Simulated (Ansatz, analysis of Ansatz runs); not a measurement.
# ScOF (P2_1/c): a line between two Sc sites for an added electron, part 2 of 2

Aim: the energy barrier that a trapped electron meets when it moves from one Sc atom to another one nearby in ScOF (P2_1/c). The model is a cell of 96 host atoms.

Ansatz 0.2.0; plane-wave PAW DFT, PBEsol+U; relaxation of all atoms of a supercell at fixed charge in a uniform background; PAW set soft_1.

So far. Step 2 (The cell without the carrier): The largest displacement from an ideal site is 0.012 Å. Step 3 (The electron on the first site): The largest changes of the moments are 0.53 μB on Sc55, 0.02 μB on Sc6 and 0.01 μB on Sc28. The largest part sits on the chosen site.

## Step 4: The electron on the second site

The same start is made on the second site, to get the end of the hop.

Input file B.relax/input.yaml:

```yaml
crystal:
  lattice:
    - [10.30826231, 0.0, -0.01094599]
    - [5.15413116, 10.25004701, -0.00547299]
    - [-1.79841148, 0.0, 10.27151708]
  atoms:
    - { symbol: Sc, position: [0.228223, 0.236354, 0.143837] }
    - { symbol: Sc, position: [0.478231, 0.736346, 0.143858] }
[... 9 atom lines left out ...]
    - { symbol: O, position: [0.415368, 0.623597, 0.244184] }
[... 7 atom lines left out ...]
    - { symbol: F, position: [0.303796, 0.426988, 0.42647] }
[... 32 atom lines left out ...]
    - { symbol: Sc, position: [0.520956, 0.264434, 0.355886], spin: 1.0 }
[... 1 atom line left out ...]
    - { symbol: Sc, position: [0.589077, 0.514373, 0.39383] }
[... 7 atom lines left out ...]
    - { symbol: O, position: [0.589624, 0.388091, 0.245805] }
[... 17 atom lines left out ...]
    - { symbol: O, position: [0.591698, 0.383758, 0.519601] }
[... 14 atom lines left out ...]
    - { symbol: F, position: [0.92717, 0.087085, 0.579099] }
total_charge: -1
basis:
  ecutwfc: 420
  xc_grid: 2
hamiltonian:
  xc: pbesol
  hubbard:
    sites: [{ species: Sc, l: d, u_eff: 4.5 }]
    projectors: ortho-atomic
  pseudopotentials: { kind: paw, azcp: { folder: soft_1 }, xc_functional: pbe }
kpoints:
  mp_grid: { grid: [1, 1, 1] }
magnetization:
  spin_polarized: true
  initial_magnetization: 1
  spin_locking: { lock_magnetization: hard }
scf:
  occupations: { method: fermi_dirac, width: 0.01 }
  max_iter: 120
  lower_state_search: "off"
output:
  forces: true
relax:
  f_tol: 0.015
  max_steps: 70
  escape_saddle: false
checkpoint:
  write: "../B.relax.run"
  compress: false
  write_wavefunctions: true
  write_every: 100000
```

The run is started by

```console
$ ansatz run input.yaml --threads 32 --pin off --max-ram 84787MiB --backend cuda --events-out ev --progress --plain --runs-dir out --max-vram 78GiB
```

Numbers of over 12 decimals in the logs are rounded to 6 here.

What it wrote:

```text
[...]
Crystal: 96 atoms, lattice volume = 1085.088 Å³
Basis set: ecut = 420 eV, 21217 PW (Γ), exchange–correlation on 144×160×144 points (8 copies of the dense FFT grid, shifted against one another)
Bands: 481, of which v1, the nominal top of the filled ones, is band 385 counted from 1 (384 counted from 0)
Symmetry: 1 space group operations
[...]
k-points: 1
[...]
Starting moments: Σ|m| = 1 μB on 1 of 96 sites
[...]
SCF iter   1: F=—  HF=-111356.541420 eV  |Δ(HF+E_count)|=         —  Δρ=1.16e-1 (↑1.16e-1 ↓1.10e-1)  dr2=7.12e2  dr2_m=6.80e-1  M=1.000 μB ∫|m|=3.238 μB  Hψ=3478
[...]
SCF iter   2: F=—  HF=-111249.595756 eV  |Δ(HF+E_count)|=    1.07e2  Δρ=2.94e-2 (↑2.94e-2 ↓2.89e-2)  dr2=9.65e1  dr2_m=3.61e-1  M=1.000 μB ∫|m|=1.199 μB  Hψ=2085
[...]
Free energy (F): -111221.308371 eV
[...]
Internal energy: -111221.308371 eV  (E = F + TS)
E sigma→0 (E₀):  -111221.308371 eV
Fermi energy:    12.612569 (↑ 12.615612, ↓ 10.684015) eV
[...]
--- Forces (eV/Å), atoms counted from 1 ---
  atom   1  Sc     0.00565721    -0.00652960     0.00323411
  atom   2  Sc     0.00238948     0.00357802    -0.00602941
  [... 1 atom left out ...]
  atom   4  Sc    -0.00627272     0.00422844    -0.00707770
  [... 2 atoms left out ...]
  [... 90 more lines of this table ...]
  max |Σ_I F_I| component: 1.10e-5 eV/Å
--- Band table (eV) ---
[...]
Occupation matrices written to <dir>
--- Relaxed structure (6 steps of the walk, 5 accepted, 0 SCFs on fresh bases) ---
  F+E_penalty+E_count = -111221.30837066 eV   max|allowed force component| = 1.213e-2 eV/Å
  atoms:
    - { symbol: Sc, position: [0.228052, 0.235757, 0.144308] }
    - { symbol: Sc, position: [0.477661, 0.735721, 0.144203] }
    [... 1 atom left out ...]
    - { symbol: Sc, position: [0.412145, 0.485305, 0.106669] }
    [... 2 atoms left out ...]
  [... 90 more lines of this table ...]
[key lines of the parts left out:]
SCF converged after 11 iterations
Magnetization: 1.0000 μB (385.0000 up, 384.0000 down)
```

Run time: 8.5 s. Hardware: 1 × NVIDIA GB200 with 32 threads of Arm Neoverse V2, shared host; peak memory 1.9 GiB.

Distances from Sc53 without and with the electron:

```tsv
atom	without (Å)	with (Å)
O61	2.06	2.18
O59	2.08	2.20
O63	2.10	2.22
F18	2.12	2.18
O81	2.13	2.23
F20	2.17	2.24
F22	2.25	2.27
```

The largest changes of the moments are 0.53 μB on Sc53, 0.02 μB on Sc55 and 0.01 μB on Sc49. The largest part sits on the chosen site.

## Step 5: Points on the line between the two structures

All atoms move on the straight line between the two relaxed structures, 1.87 amu^1/2 Å long in mass-weighted terms. Each point starts from the state of the point before, once from either end, so that both localised states can be followed; the midpoint is also started with the carrier shared.

Input file A.x0500/input.yaml:

```yaml
crystal:
  lattice:
    - [10.30826231, 0.0, -0.01094599]
    - [5.15413116, 10.25004701, -0.00547299]
    - [-1.79841148, 0.0, 10.27151708]
  atoms:
    - { symbol: Sc, position: [0.22771, 0.236069, 0.144198] }
    - { symbol: Sc, position: [0.477997, 0.735454, 0.14477] }
[... 9 atom lines left out ...]
    - { symbol: O, position: [0.408364, 0.626894, 0.241209] }
[... 7 atom lines left out ...]
    - { symbol: F, position: [0.317462, 0.417466, 0.422427] }
[... 32 atom lines left out ...]
    - { symbol: Sc, position: [0.518482, 0.266611, 0.355054] }
[... 1 atom line left out ...]
    - { symbol: Sc, position: [0.588986, 0.515586, 0.394132], spin: 1.0 }
[... 7 atom lines left out ...]
    - { symbol: O, position: [0.585386, 0.378061, 0.250304] }
[... 17 atom lines left out ...]
    - { symbol: O, position: [0.586989, 0.37262, 0.509141] }
[... 14 atom lines left out ...]
    - { symbol: F, position: [0.92949, 0.087386, 0.579977] }
total_charge: -1
basis:
  ecutwfc: 420
  xc_grid: 2
hamiltonian:
  xc: pbesol
  hubbard:
    sites: [{ species: Sc, l: d, u_eff: 4.5 }]
    projectors: ortho-atomic
  pseudopotentials: { kind: paw, azcp: { folder: soft_1 }, xc_functional: pbe }
kpoints:
  mp_grid: { grid: [1, 1, 1] }
magnetization:
  spin_polarized: true
  initial_magnetization: 1
  spin_locking: { lock_magnetization: hard }
scf:
  occupations: { method: fermi_dirac, width: 0.01 }
  max_iter: 120
  lower_state_search: "off"
output:
  forces: true
  eigenvalues: true
  eigenstates: { localisation: true }
  write_density: true
  write_potential: true
  volumetric_format: npy
checkpoint:
  read: "../A.x0375.run"
  write: "../A.x0500.run"
  compress: false
  write_wavefunctions: true
  write_every: 100000
```

What it wrote:

```text
[...]
Warning: checkpoint.read: the run can stay near the saved state's solution: 96 site(s) moved relative to the saved geometry (max |Δs| = 1.470e-3 fractional); [...]
[...]
Crystal: 96 atoms, lattice volume = 1085.088 Å³
Basis set: ecut = 420 eV, 21217 PW (Γ), exchange–correlation on 144×160×144 points (8 copies of the dense FFT grid, shifted against one another)
Bands: 481, of which v1, the nominal top of the filled ones, is band 385 counted from 1 (384 counted from 0)
Symmetry: 1 space group operations
[...]
k-points: 1
[...]
Starting moments: Σ|m| = 1 μB on 1 of 96 sites; this step starts from the density that it was given
[...]
SCF iter   6: F=—  HF=-111221.010630 eV  |Δ(HF+E_count)|=   5.21e-3  Δρ=2.35e-5 (↑2.35e-5 ↓6.10e-6)  dr2=5.22e-6  dr2_m=1.28e-6  M=1.000 μB ∫|m|=1.108 μB  Hψ=1671
[...]
SCF iter  28: F=-111221.011158 eV  HF=-111221.011158 eV  |Δ(HF+E_count)|=   2.87e-8  Δρ=2.44e-7 (↑2.44e-7 ↓1.16e-7)  dr2=1.66e-9  dr2_m=1.07e-10  M=1.000 μB ∫|m|=1.112 μB  Hψ=5513
SCF 1 converged in 28 iterations: F = -111221.011158 eV  dr2 = 1.66e-9
[...]
SCF converged after 28 iterations
[...]
Magnetization: 1.0000 μB (385.0000 up, 384.0000 down)
Absolute magnetization: 1.1078 μB (∫|ρ↑−ρ↓|, with the PAW one-centre terms)
[...]
Per-site moments (μB) at R_I (Å): [(0.000160247, 0.852253), (0.0011203, 0.855091), (0.00109178, 0.849593), [... 6 left out ...]
Free energy (F): -111221.011158 eV
[...]
Internal energy: -111221.011158 eV  (E = F + TS)
E sigma→0 (E₀):  -111221.011158 eV
Fermi energy:    12.897804 (↑ 12.898586, ↓ 10.715834) eV
[...]
--- Forces (eV/Å), atoms counted from 1 ---
  atom   1  Sc    -0.27142329    -0.01984553    -0.18488373
  atom   2  Sc    -0.06859532    -0.26282898     0.26455283
  [... 4 atoms left out ...]
  [... 90 more lines of this table ...]
  max |Σ_I F_I| component: 2.96e-5 eV/Å
--- Band table (eV) ---
[...]
Occupation matrices written to <dir>
```

The job ended after 3.5 s (1 × NVIDIA GB200 with 32 threads; peak memory 1.5 GiB).

From eigenstates.tsv, first k-point; energies on the run's zero. The participation number counts the atoms that a state is spread over, of 96; bands count from 0.

```tsv
spin	band	energy (eV)	occupation	participation	largest share on	share
down	378	7.795	1.00	22.4	O33	0.07
down	379	7.840	1.00	32.9	O12	0.05
down	380	7.866	1.00	21.8	O40	0.10
down	381	7.905	1.00	17.4	O14	0.13
down	382	8.003	1.00	14.7	O63	0.11
down	383	8.184	1.00	6.9	O14	0.23
down	384	13.248	0.00	18.8	Sc53	0.16
down	385	13.289	0.00	27.7	Sc53	0.11
down	386	13.300	0.00	33.1	Sc31	0.06
down	387	13.329	0.00	30.3	Sc53	0.08
down	388	13.339	0.00	28.2	Sc29	0.08
up	379	7.838	1.00	33.3	O12	0.05
up	380	7.865	1.00	22.2	O40	0.10
up	381	7.898	1.00	18.3	O14	0.12
up	382	8.002	1.00	14.7	O57	0.11
up	383	8.176	1.00	7.0	O14	0.23
up	384	12.567	1.00	2.9	Sc55	0.58
up	385	13.231	0.00	12.8	Sc53	0.24
up	386	13.255	0.00	15.2	Sc53	0.20
up	387	13.297	0.00	30.5	Sc78	0.07
up	388	13.316	0.00	32.3	Sc78	0.07
up	389	13.336	0.00	26.4	Sc32	0.07
```

Under PBEsol+U (4.5 eV) at the zone centre alone, the highest filled state is spin up, spread over 3 of 96 atoms, and the lowest empty one, 0.66 eV above it, is spin up, spread over 13 of 96 atoms.

The largest moments in the atoms' spheres: Sc55 0.47, Sc6 0.03, Sc53 0.02, Sc4 0.01, Sc28 0.01, Sc49 0.01 μB.

Free energies from the first end:

```tsv
started from	fraction	energy (eV)	moment change on Sc55 (μB)	on Sc53 (μB)
first site	0	0.000	0.53	0.00
first site	0.125	0.019	0.52	0.00
first site	0.25	0.075	0.51	0.01
first site	0.375	0.169	0.49	0.01
first site	0.5	0.297	0.47	0.02
first site	0.625	0.154	0.07	0.46
second site	0.875	0.018	0.03	0.52
second site	0.75	0.071	0.04	0.50
second site	0.625	0.154	0.07	0.46
second site	0.5	0.248	0.20	0.33
second site	0.375	0.169	0.49	0.01
shared	0.5	0.248	0.20	0.33
second site	1	0.000	0.02	0.53
```

## Step 6: Results

| Property | Result |
| --- | --- |
| barrier forward | 0.25 eV |
| barrier backward | 0.25 eV |
| distance of the two sites without the carrier | 3.23 Å |
| carrier at the midpoint | shared |

**Reading.** On this line the electron must cross 0.25 eV to hop 3.23 Å; both ends have the same energy within 0.005 eV. At the midpoint the lowest state found shares the carrier between both sites and lies 0.05 eV under a state that keeps it on one, a rough sign of the coupling between the sites. With an assumed attempt frequency of 1e13 per second the rate at 300 K would be 7e+08 per second for this barrier, if every crossing succeeded. A straight line need not be the lowest path, so the true barrier at this U can be lower, or higher if the ends can still break their symmetry. No run compares the localised electron with one spread in the band, so its binding is unknown and the barrier may exceed it. The program's search for lower electronic states was switched off in all runs, so that each state is followed; none is shown to be the lowest at its structure. No image-charge correction is applied; it nearly cancels along the line while the charge stays localised. Keep in mind: sampling at the zone centre alone can move energies of charged and open-shell states by tenths of an eV or more in cells of this size; gap and trapping depend on the U chosen (Sc d 4.5 eV).

[Logs are printed without paths, hosts, clocks, repeated set-up lines and the standing remarks that a program may print on its own settings, such as how far it seeks lower states.]

[Hosts, paths, dates, database ids (printed as entryN), source tags and the programs' standing remarks are cut or masked in the printed files.]
